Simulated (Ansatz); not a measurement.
# KLaCl2F2: complex band structure, part 2 of 3

Aim: relax a made-up compound, KLaCl2F2, and see how good a tunnel barrier it would be. It is built by putting Cl for part of the F in the KLaF4 structure of space group P4/mmm, with the volume rescaled by atomic radii. The parent structure comes from the Materials Project.

Ansatz 0.2.0; PBE DFT, plane waves, PAW files (the session's first sound run).

So far, gap on path (eV): step 3 (the bulk crystal and its band edges) 4.94.

The structure was built from a prototype and need not be the compound's stable phase.

## 4. Complex bands, plane (001), k-mesh 6×6×4

This step: PBE DFT, plane waves, PAW files; complex bands by layer matching along the plane's normal (Ansatz 0.2.0).

The same crystal is laid in a cell whose first two vectors span the (001) plane (indices of the standard conventional cell, whose axes can be ordered otherwise than in the bulk input). At fixed energy and wavevector in the plane the solver finds all kz, real and complex. A few wavevectors are listed, (0, 0), (-0.125, -0.125) and (0.5, 0) in units of the plane's reciprocal vectors; the slowest state needn't be among them.

The input, input.yaml:

```yaml
crystal:
  lattice:
    - [4.376755181, 0.0, 0.0]
    - [0.0, 4.376755181, 0.0]
    - [0.0, 0.0, 8.434994393]
  atoms:
    - { symbol: K, position: [0.0, 0.0, 0.0] }
    - { symbol: La, position: [0.5, 0.5, 0.5] }
    - { symbol: F, position: [0.5, 0.0, 0.6020622524] }
    - { symbol: F, position: [0.0, 0.5, 0.3979377476] }
    - { symbol: Cl, position: [0.5, 0.0, 0.2405872256] }
    - { symbol: Cl, position: [0.0, 0.5, 0.7594127744] }
kpoints:
  mp_grid: { grid: [6, 6, 4] }
scf:
  occupations: { method: fixed }
hamiltonian:
  xc: pbe
output:
  eigenvalues: true
  transmission:
    leads: [[0, 0]]
    kpoints: [[0.0, 0.0], [-0.125, -0.125], [0.5, 0.0]]
    e_range: [-1.0, 5.94]
    de: 0.12
```

The run is started by

```console
$ ansatz run input.yaml --threads 2 --pin off --max-ram 4096MiB --backend cpu --events-out ev --progress --plain --runs-dir out
```

Numbers of over 12 decimals in the logs are rounded to 6 here.

The log of the run:

```text
[...]
Crystal: 6 atoms, lattice volume = 161.581 Å³
Basis set: ecut = 420 eV, 3181 PW (Γ)
Bands: 30, of which v1, the nominal top of the filled ones, is band 24 counted from 1 (23 counted from 0)
Symmetry: 8 space group operations
[...]
k-points: 30 of 144 (time reversal used)
[...]
SCF iter   1: F=—  HF=-11575.973377 eV  |F-HF|=—  |Δ(HF+E_count)|=         —  Δρ=1.42e-3  dr2=9.69e-3  ethr=1.77e-3  ⟨swp⟩=4.0  Hψ=3488  notcnv=0  defer=7
[...]
SCF iter   7: F=-11575.971954 eV  HF=-11575.971953 eV  |F-HF|=2.07e-8  |Δ(HF+E_count)|=   2.78e-7  Δρ=2.28e-6  dr2=1.50e-8  ethr=2.08e-10  ⟨swp⟩=5.6  Hψ=2879  notcnv=0
SCF 1 converged in 7 iterations: F = -11575.971954 eV  dr2 = 1.50e-8
[...]
transmission: 12 of 36 steps passed
transmission: 24 of 36 steps passed
transmission: 36 of 36 steps passed
SCF converged after 7 iterations
Free energy (F): -11575.971954 eV
[...]
Internal energy: -11575.971954 eV  (E = F + TS)
E sigma→0 (E₀):  -11575.971954 eV
Fermi energy:    1.500683 eV
[...]
--- Band table (eV; the first three rows and the last of 30) ---
  k-point 0: bands = [... 20 lower, 1.2623, 1.2623, 1.5007, 1.5007, 6.4481, 6.4879, 6.5388, 6.5388, ... 2 higher]
  k-point 1: bands = [... 20 lower, 1.2633, 1.2633, 1.4992, 1.4992, 6.4540, 6.4879, 6.5379, 6.5379, ... 2 higher]
  k-point 2: bands = [... 20 lower, 1.2644, 1.2644, 1.4977, 1.4977, 6.4614, 6.4878, 6.5371, 6.5371, ... 2 higher]
  k-point 29: bands = [... 20 lower, 1.0196, 1.0196, 1.1738, 1.4765, 6.5446, 6.5446, 6.5456, 6.5939, ... 2 higher]
--- Transmission ---
  basis      : 177 plane waves across, 12 finite elements along
  points     : 3, as listed
  energies   : 58 from -1.000000 to 5.840000 eV about the Fermi level, 0.120000 eV apart; the leads are filled to 2.473102 eV, and channels, transmission and decay are at 2.480000 eV
  crystal 0  : K1Cl2F2La1, at the sites [0, 0], period 8.4350 Å: whole cells are its period
    offset         : up to 0.0000 Å between an atom of the period and one for which it stands
    channels       : 0.000000e0 a spin
    conductance    : none, the energies end too early or step too widely for 300 K: set another output.transmission.e_range or a lower de, or, where they end at an eighth of basis.ecutwfc, a higher one
    slowest decay  : 0.4665 /Å at (0.0000, 0.0000)
```

It took 19 s on 2 threads of AMD EPYC 9R45, shared host; peak memory 0.71 GiB; 29 s of CPU time.

This step gave:

```yaml
level_to_which_the_leads_are_filled: 2.473 eV from the Fermi level
decay_constant_at_the_filling_level_zone_centre: 0.4665 Å⁻¹
decay_constant_at_the_filling_level_slowest_listed_point: 0.4665 Å⁻¹
```

K parallel (0, 0); values up to 1.5 1/Å, a degenerate pair printed once or twice; energies at which all values exceed this have no row. The Im kz of the slowest decaying states by energy, zero at the highest filled level on the SCF mesh:

```csv
energy (eV),decay 1 (Å⁻¹),decay 2 (Å⁻¹),decay 3 (Å⁻¹),decay 4 (Å⁻¹)
-1.00,0.443,0.946,1.17,-
-0.76,0.0626,0.538,0.925,1.16
-0.40,0.618,0.834,1.14,-
-0.16,0.189,0.529,0.529,0.646
-0.04,0.257,0.452,0.656,0.982
0.08,0.302,0.579,0.665,1.00
0.32,0.362,0.679,0.776,1.04
0.68,0.415,0.692,0.876,1.07
0.92,0.438,0.698,0.909,1.06
1.16,0.453,0.701,0.929,1.04
1.52,0.467,0.702,0.948,1.02
1.76,0.472,0.701,0.954,0.997
2.00,0.473,0.698,0.958,0.978
2.24,0.471,0.694,0.958,0.959
2.60,0.463,0.686,0.927,0.957
2.84,0.454,0.679,0.904,0.954
3.08,0.443,0.670,0.881,0.949
3.32,0.429,0.660,0.857,0.943
3.68,0.401,0.642,0.819,0.933
3.92,0.378,0.626,0.794,0.926
4.16,0.350,0.605,0.770,0.921
4.52,0.295,0.550,0.743,0.944
4.76,0.241,0.463,0.742,0.935
5.00,0.113,0.283,0.583,0.664
5.24,0.307,0.617,0.675,0.940
5.60,0.501,0.877,0.947,1.16
5.84,0.464,0.810,0.915,1.19
```

K parallel (-0.125, -0.125); values up to 1.5 1/Å, a degenerate pair printed once or twice; energies at which all values exceed this have no row. Table of Im kz of the slowest decaying states by energy, zero at the highest filled level on the SCF mesh:

```csv
energy (eV),decay 1 (Å⁻¹),decay 2 (Å⁻¹),decay 3 (Å⁻¹),decay 4 (Å⁻¹)
-1.000,0.531,0.734,0.751,0.999
-0.520,0.576,0.680,0.985,1.14
-0.040,0.207,0.600,0.737,0.853
0.440,0.448,0.685,0.884,1.21
1.040,0.507,0.764,0.930,1.25
1.520,0.526,0.728,0.851,0.941
2.000,0.531,0.718,0.881,0.939
2.480,0.525,0.706,0.893,0.927
2.960,0.509,0.690,0.894,0.909
3.440,0.483,0.669,0.883,0.887
4.040,0.434,0.630,0.845,0.873
4.520,0.373,0.573,0.817,0.875
5.000,0.261,0.299,0.414,0.580
5.480,0.326,0.467,0.702,0.774
```

K parallel (0.5, 0); values up to 1.5 1/Å, a degenerate pair printed once or twice; energies at which all values exceed this have no row. Im kz of the slowest decaying states against energy, zero at the highest filled level on the SCF mesh:

```csv
energy (eV),decay 1 (Å⁻¹),decay 2 (Å⁻¹),decay 3 (Å⁻¹),decay 4 (Å⁻¹)
-1.000,0.377,0.466,0.860,0.893
-0.520,0.372,0.791,0.798,0.882
-0.040,0.309,0.422,0.646,0.793
0.440,0.592,0.615,0.810,0.889
1.040,0.634,0.673,0.898,0.995
1.520,0.648,0.703,0.932,1.04
2.000,0.656,0.715,0.950,1.04
2.480,0.658,0.715,0.957,0.990
2.960,0.653,0.703,0.949,0.957
3.440,0.642,0.682,0.909,0.947
4.040,0.618,0.639,0.856,0.915
4.520,0.583,0.583,0.796,0.851
5.000,0.423,0.430,0.434,0.495
5.480,0.561,0.620,0.734,0.796
```

At the listed wavevectors the last open channel is at -0.04 eV and the next at +5.12 eV on the grid. At +2.48 eV, the grid energy nearest the filling level (the middle of the gap on the SCF mesh), the slowest state at the listed wavevectors decays with κ = 0.467 Å⁻¹, its amplitude falling by e over 2.1 Å. Through 1 nm of this crystal that state's transmission falls by exp(−2 × 0.467 Å⁻¹ × 10 Å) = 8.9e-5.

## 5. Complex bands, plane (100), k-mesh 6×4×6

The same for the (100) plane, at (0, 0) and (-0.125, 0), to see how the decay depends on direction.

The input, input.yaml:

```yaml
crystal:
  lattice:
    - [4.376755181, 0.0, 0.0]
    - [0.0, 8.434994393, 0.0]
    - [0.0, 0.0, 4.376755181]
  atoms:
    - { symbol: K, position: [0.0, 0.0, 0.0] }
    - { symbol: La, position: [0.5, 0.5, 0.5] }
    - { symbol: F, position: [0.0, 0.6020622524, 0.5] }
    - { symbol: F, position: [0.5, 0.3979377476, 0.0] }
    - { symbol: Cl, position: [0.0, 0.2405872256, 0.5] }
    - { symbol: Cl, position: [0.5, 0.7594127744, 0.0] }
kpoints:
  mp_grid: { grid: [6, 4, 6] }
scf:
  occupations: { method: fixed }
hamiltonian:
  xc: pbe
output:
  eigenvalues: true
  transmission:
    leads: [[0, 0]]
    kpoints: [[0.0, 0.0], [-0.125, 0.0]]
    e_range: [-1.0, 5.94]
    de: 0.17
```

The log of the run:

```text
[...]
Crystal: 6 atoms, lattice volume = 161.581 Å³
Basis set: ecut = 420 eV, 3181 PW (Γ)
Bands: 30, of which v1, the nominal top of the filled ones, is band 24 counted from 1 (23 counted from 0)
Symmetry: 8 space group operations
[...]
k-points: 30 of 144 (time reversal used)
[...]
SCF iter   1: F=—  HF=-11575.973395 eV  |F-HF|=—  |Δ(HF+E_count)|=         —  Δρ=1.42e-3  dr2=9.69e-3  ethr=1.77e-3  ⟨swp⟩=4.0  Hψ=3486  notcnv=0  defer=5
[...]
SCF iter   7: F=-11575.971954 eV  HF=-11575.971953 eV  |F-HF|=2.11e-8  |Δ(HF+E_count)|=   2.74e-7  Δρ=2.31e-6  dr2=1.52e-8  ethr=2.08e-10  ⟨swp⟩=5.8  Hψ=2873  notcnv=0
SCF 1 converged in 7 iterations: F = -11575.971954 eV  dr2 = 1.52e-8
[...]
transmission: 6 of 12 steps passed
transmission: 12 of 12 steps passed
SCF converged after 7 iterations
Free energy (F): -11575.971954 eV
[...]
Internal energy: -11575.971954 eV  (E = F + TS)
E sigma→0 (E₀):  -11575.971954 eV
Fermi energy:    1.500683 eV
[...]
--- Band table (eV; the first three rows and the last of 30) ---
  k-point 0: bands = [... 20 lower, 1.2623, 1.2623, 1.5007, 1.5007, 6.4481, 6.4879, 6.5388, 6.5388, ... 2 higher]
  k-point 1: bands = [... 20 lower, 1.2529, 1.2739, 1.4011, 1.4891, 6.4469, 6.4928, 6.5383, 6.5543, ... 2 higher]
  k-point 2: bands = [... 20 lower, 1.2065, 1.2392, 1.2840, 1.4650, 6.4659, 6.5090, 6.5325, 6.5465, ... 2 higher]
  k-point 29: bands = [... 20 lower, 1.0196, 1.0196, 1.1738, 1.4765, 6.5446, 6.5446, 6.5456, 6.5939, ... 2 higher]
--- Transmission ---
  basis      : 327 plane waves across, 6 finite elements along
  points     : 2, as listed
[...]
crystal 0  : K1F2Cl2La1, at the sites [0, 0], period 4.3768 Å: whole cells are its period
[...]
channels       : 0.000000e0 a spin
[...]
slowest decay  : 0.4524 /Å at (0.0000, 0.0000)
```

It took 25 s on 2 threads; peak memory 1.3 GiB.

This step gave:

* decay constant at the filling level, zone centre: 0.4524 Å⁻¹
* decay constant at the filling level, slowest listed point: 0.4524 Å⁻¹

K parallel (0, 0); values up to 1.5 1/Å, a degenerate pair printed once or twice; energies at which all values exceed this have no row. Im kz of the slowest decaying states against energy, zero at the highest filled level on the SCF mesh:

```csv
energy (eV),decay 1 (Å⁻¹),decay 2 (Å⁻¹),decay 3 (Å⁻¹),decay 4 (Å⁻¹)
-1.00,0.337,0.364,0.435,0.651
-0.49,0.0782,0.363,0.480,0.712
0.02,0.0937,0.286,0.310,0.461
0.53,0.346,0.465,0.518,0.671
0.87,0.392,0.522,0.537,0.705
1.38,0.430,0.555,0.573,0.736
1.89,0.448,0.564,0.600,0.754
2.40,0.452,0.567,0.614,0.762
2.91,0.445,0.565,0.617,0.761
3.42,0.425,0.558,0.614,0.753
3.93,0.392,0.547,0.607,0.734
4.27,0.360,0.539,0.609,0.712
4.78,0.275,0.514,0.526,0.669
5.29,0.141,0.251,0.329,0.435
5.80,0.336,0.401,0.511,0.625
```

K parallel (-0.125, 0); values up to 1.5 1/Å, a degenerate pair printed once or twice; energies at which all values exceed this have no row. Im kz of the slowest decaying states against energy, zero at the highest filled level on the SCF mesh:

```csv
energy (eV),decay 1 (Å⁻¹),decay 2 (Å⁻¹),decay 3 (Å⁻¹),decay 4 (Å⁻¹)
-1.00,0.349,0.396,0.441,0.629
-0.66,0.0864,0.366,0.530,0.623
-0.49,0.0851,0.358,0.458,0.529
-0.15,0.162,0.479,0.586,0.726
0.02,0.115,0.424,0.454,0.675
0.36,0.330,0.442,0.497,0.639
0.70,0.390,0.511,0.522,0.684
0.87,0.409,0.531,0.536,0.699
1.21,0.436,0.545,0.573,0.721
1.38,0.445,0.550,0.587,0.729
1.72,0.459,0.557,0.606,0.742
2.06,0.466,0.562,0.619,0.750
2.23,0.468,0.563,0.623,0.753
2.57,0.467,0.563,0.627,0.757
2.74,0.465,0.563,0.628,0.758
3.08,0.458,0.560,0.626,0.757
3.42,0.445,0.555,0.622,0.752
3.59,0.437,0.552,0.620,0.748
3.93,0.417,0.546,0.614,0.736
4.10,0.404,0.542,0.612,0.727
4.44,0.371,0.536,0.626,0.699
4.78,0.322,0.519,0.525,0.684
4.95,0.145,0.265,0.453,0.487
5.29,0.227,0.239,0.342,0.459
5.46,0.166,0.321,0.455,0.462
5.80,0.334,0.420,0.524,0.596
```

At the listed wavevectors the last open channel is at -0.15 eV and the next at +4.95 eV on the grid. At +2.40 eV, the grid energy nearest the filling level (the middle of the gap on the SCF mesh), the slowest state at the listed wavevectors decays with κ = 0.452 Å⁻¹, its amplitude falling by e over 2.2 Å; the first such run, plane (001), gave 0.467 Å⁻¹.

## 6. Band edges at another level

This step: PBEsol DFT, plane waves, PAW files (Ansatz 0.2.0).

The edges again with PBEsol, at the same atoms.

The input, input.yaml:

```yaml
crystal:
  lattice:
    - [4.376755181, 0.0, 0.0]
    - [0.0, 4.376755181, 0.0]
    - [0.0, 0.0, 8.4349943927]
  atoms:
    - { symbol: K, position: [0.0, 0.0, 0.0] }
    - { symbol: La, position: [0.5, 0.5, 0.5] }
    - { symbol: F, position: [0.5, 0.0, 0.6020622524] }
    - { symbol: F, position: [0.0, 0.5, 0.3979377476] }
    - { symbol: Cl, position: [0.5, 0.0, 0.2405872256] }
    - { symbol: Cl, position: [0.0, 0.5, 0.7594127744] }
kpoints:
  mp_grid: { grid: [6, 6, 4] }
  band_path: { path: [VBM, CBM], npoints: 30 }
scf:
  occupations: { method: fixed }
hamiltonian:
  xc: pbesol
output:
  eigenvalues: true
```

The log of the run:

```text
[...]
Crystal: 6 atoms, lattice volume = 161.581 Å³
Basis set: ecut = 420 eV, 3181 PW (Γ)
Bands: 30, of which v1, the nominal top of the filled ones, is band 24 counted from 1 (23 counted from 0)
Symmetry: 8 space group operations
[...]
k-points: 30 of 144 (time reversal used)
[...]
SCF iter   1: F=—  HF=-11411.980490 eV  |F-HF|=—  |Δ(HF+E_count)|=         —  Δρ=7.47e-3  dr2=6.57e-2  ethr=1.77e-3  ⟨swp⟩=4.0  Hψ=3479  notcnv=0  defer=8
[...]
SCF iter   7: F=-11411.964843 eV  HF=-11411.964843 eV  |F-HF|=7.90e-8  |Δ(HF+E_count)|=   1.77e-6  Δρ=3.37e-6  dr2=3.07e-8  ethr=2.08e-10  ⟨swp⟩=5.5  Hψ=3423  notcnv=0
SCF 1 converged in 7 iterations: F = -11411.964843 eV  dr2 = 3.07e-8
[...]
SCF converged after 7 iterations
Free energy (F): -11411.964843 eV
[...]
Internal energy: -11411.964843 eV  (E = F + TS)
E sigma→0 (E₀):  -11411.964843 eV
Fermi energy:    1.427379 eV
[...]
--- Band table (eV; the first three rows and the last of 30) ---
  k-point 0: bands = [... 20 lower, 1.1910, 1.1910, 1.4274, 1.4274, 6.3743, 6.4168, 6.4598, 6.4694, ... 2 higher]
  k-point 1: bands = [... 20 lower, 1.1921, 1.1921, 1.4258, 1.4258, 6.3809, 6.4167, 6.4685, 6.4685, ... 2 higher]
  k-point 2: bands = [... 20 lower, 1.1932, 1.1932, 1.4242, 1.4242, 6.3891, 6.4166, 6.4676, 6.4676, ... 2 higher]
  k-point 29: bands = [... 20 lower, 0.9416, 0.9416, 1.0927, 1.4032, 6.4763, 6.4772, 6.4772, 6.5252, ... 2 higher]
```

The job ended after 10 s (2 threads; peak memory 0.5 GiB; 20 s of CPU time).

This step gave:

| Property | Result |
| --- | --- |
| free energy | -11411.9648 eV |
| Fermi energy | 1.427 eV |
| edge places on path | 0, 0.2115 1/A along the path |

Electronic bands along the path, in eV, zero at the Fermi level (highest filled level under fixed occupations); v1 is the highest filled band, c1 the lowest empty one:

```csv
point,v4,v3,v2,v1,c1,c2,c3,c4
VBM,-0.24,-0.24,0.00,0.00,4.95,4.99,5.03,5.04
halfway,-0.27,-0.21,-0.01,-0.01,4.95,4.99,5.04,5.05
CBM,-0.35,-0.18,-0.05,-0.04,4.94,4.99,5.04,5.06
```

The searched edges give 4.94 eV, against 4.95 eV on the mesh.

## 7. Complex bands at another level

This step: PBEsol DFT, plane waves, PAW files; complex bands by layer matching along the plane's normal (Ansatz 0.2.0).

The complex bands at that level, over its own gap, at (0, 0) and (-0.1042, -0.1042).

input.yaml, as its differences from that of step 6:

```diff
@@ -4,3 +4,3 @@
     - [0.0, 4.376755181, 0.0]
-    - [0.0, 0.0, 8.4349943927]
+    - [0.0, 0.0, 8.434994393]
   atoms:
@@ -14,3 +14,2 @@
   mp_grid: { grid: [6, 6, 4] }
-  band_path: { path: [VBM, CBM], npoints: 30 }
 scf:
@@ -21 +20,6 @@
   eigenvalues: true
+  transmission:
+    leads: [[0, 0]]
+    kpoints: [[0.0, 0.0], [-0.1042, -0.1042]]
+    e_range: [-1.0, 5.94]
+    de: 0.12
```

The log of the run:

```text
[...]
Crystal: 6 atoms, lattice volume = 161.581 Å³
Basis set: ecut = 420 eV, 3181 PW (Γ)
Bands: 30, of which v1, the nominal top of the filled ones, is band 24 counted from 1 (23 counted from 0)
Symmetry: 8 space group operations
[...]
k-points: 30 of 144 (time reversal used)
[...]
SCF iter   1: F=—  HF=-11411.980490 eV  |F-HF|=—  |Δ(HF+E_count)|=         —  Δρ=7.47e-3  dr2=6.57e-2  ethr=1.77e-3  ⟨swp⟩=4.0  Hψ=3479  notcnv=0  defer=8
[...]
SCF iter   7: F=-11411.964843 eV  HF=-11411.964843 eV  |F-HF|=7.91e-8  |Δ(HF+E_count)|=   1.77e-6  Δρ=3.37e-6  dr2=3.07e-8  ethr=2.08e-10  ⟨swp⟩=5.5  Hψ=3438  notcnv=0
SCF 1 converged in 7 iterations: F = -11411.964843 eV  dr2 = 3.07e-8
[...]
transmission: 12 of 24 steps passed
transmission: 24 of 24 steps passed
SCF converged after 7 iterations
Free energy (F): -11411.964843 eV
[...]
Internal energy: -11411.964843 eV  (E = F + TS)
E sigma→0 (E₀):  -11411.964843 eV
Fermi energy:    1.427379 eV
[...]
--- Band table (eV; the first three rows and the last of 30) ---
  k-point 0: bands = [... 20 lower, 1.1910, 1.1910, 1.4274, 1.4274, 6.3743, 6.4167, 6.4598, 6.4694, ... 2 higher]
  k-point 1: bands = [... 20 lower, 1.1921, 1.1921, 1.4258, 1.4258, 6.3809, 6.4167, 6.4685, 6.4685, ... 2 higher]
  k-point 2: bands = [... 20 lower, 1.1932, 1.1932, 1.4242, 1.4242, 6.3891, 6.4166, 6.4676, 6.4676, ... 2 higher]
  k-point 29: bands = [... 20 lower, 0.9416, 0.9416, 1.0927, 1.4032, 6.4763, 6.4772, 6.4772, 6.5252, ... 2 higher]
--- Transmission ---
  basis      : 177 plane waves across, 12 finite elements along
  points     : 2, as listed
[...]
channels       : 0.000000e0 a spin
[...]
slowest decay  : 0.4610 /Å at (0.0000, 0.0000)
```

It took 14 s on 2 threads; peak memory 0.72 GiB.

Numbers from this step:

- decay constant at the filling level, zone centre: 0.461 Å⁻¹
- decay constant at the filling level, slowest listed point: 0.461 Å⁻¹

K parallel (0, 0); values up to 1.5 1/Å, a degenerate pair printed once or twice; energies at which all values exceed this have no row. The Im kz of the slowest decaying states by energy, zero at the highest filled level on the SCF mesh:

```csv
energy (eV),decay 1 (Å⁻¹),decay 2 (Å⁻¹),decay 3 (Å⁻¹),decay 4 (Å⁻¹)
-1.000,0.439,0.942,1.16,-
-0.520,0.599,0.874,1.14,-
-0.040,0.254,0.444,0.655,0.979
0.440,0.379,0.682,0.811,1.06
1.040,0.442,0.697,0.910,1.04
1.520,0.463,0.699,0.938,1.01
2.000,0.468,0.695,0.948,0.968
2.480,0.461,0.686,0.926,0.948
2.960,0.443,0.671,0.880,0.941
3.440,0.413,0.652,0.831,0.929
4.040,0.356,0.613,0.765,0.911
4.520,0.284,0.546,0.725,0.922
5.000,0.0959,0.270,0.593,0.636
5.480,0.502,0.944,0.946,1.30
```

K parallel (-0.1042, -0.1042); values up to 1.5 1/Å, a degenerate pair printed once or twice; energies at which all values exceed this have no row. The Im kz of the slowest decaying states by energy, zero at the highest filled level on the SCF mesh:

```csv
energy (eV),decay 1 (Å⁻¹),decay 2 (Å⁻¹),decay 3 (Å⁻¹),decay 4 (Å⁻¹)
-1.000,0.500,0.776,0.998,1.11
-0.520,0.603,0.686,1.01,1.10
-0.040,0.144,0.575,0.637,0.933
0.440,0.427,0.691,0.887,1.18
1.040,0.486,0.734,0.801,0.932
1.520,0.505,0.716,0.865,0.942
2.000,0.510,0.707,0.891,0.938
2.480,0.503,0.696,0.900,0.925
2.960,0.486,0.680,0.899,0.905
3.440,0.459,0.659,0.878,0.891
4.040,0.407,0.620,0.838,0.874
4.520,0.342,0.560,0.811,0.875
5.000,0.213,0.289,0.442,0.593
5.480,0.224,0.509,0.598,0.815
```

At the listed wavevectors the last open channel is at -0.04 eV and the next at +5.12 eV on the grid. At +2.48 eV, the grid energy nearest the filling level (the middle of the gap on the SCF mesh), the slowest state at the listed wavevectors decays with κ = 0.461 Å⁻¹, its amplitude falling by e over 2.2 Å; the first such run, plane (001), gave 0.466 Å⁻¹ over as many of its listed wavevectors.

[end of part 2 of 3]

[Logs are printed without paths, hosts, clocks, repeated set-up lines and the standing remarks that a program may print on its own settings, such as how far it seeks lower states.]

[Hosts, paths, dates, database ids (printed as entryN), source tags and the programs' standing remarks are cut or masked in the printed files.]
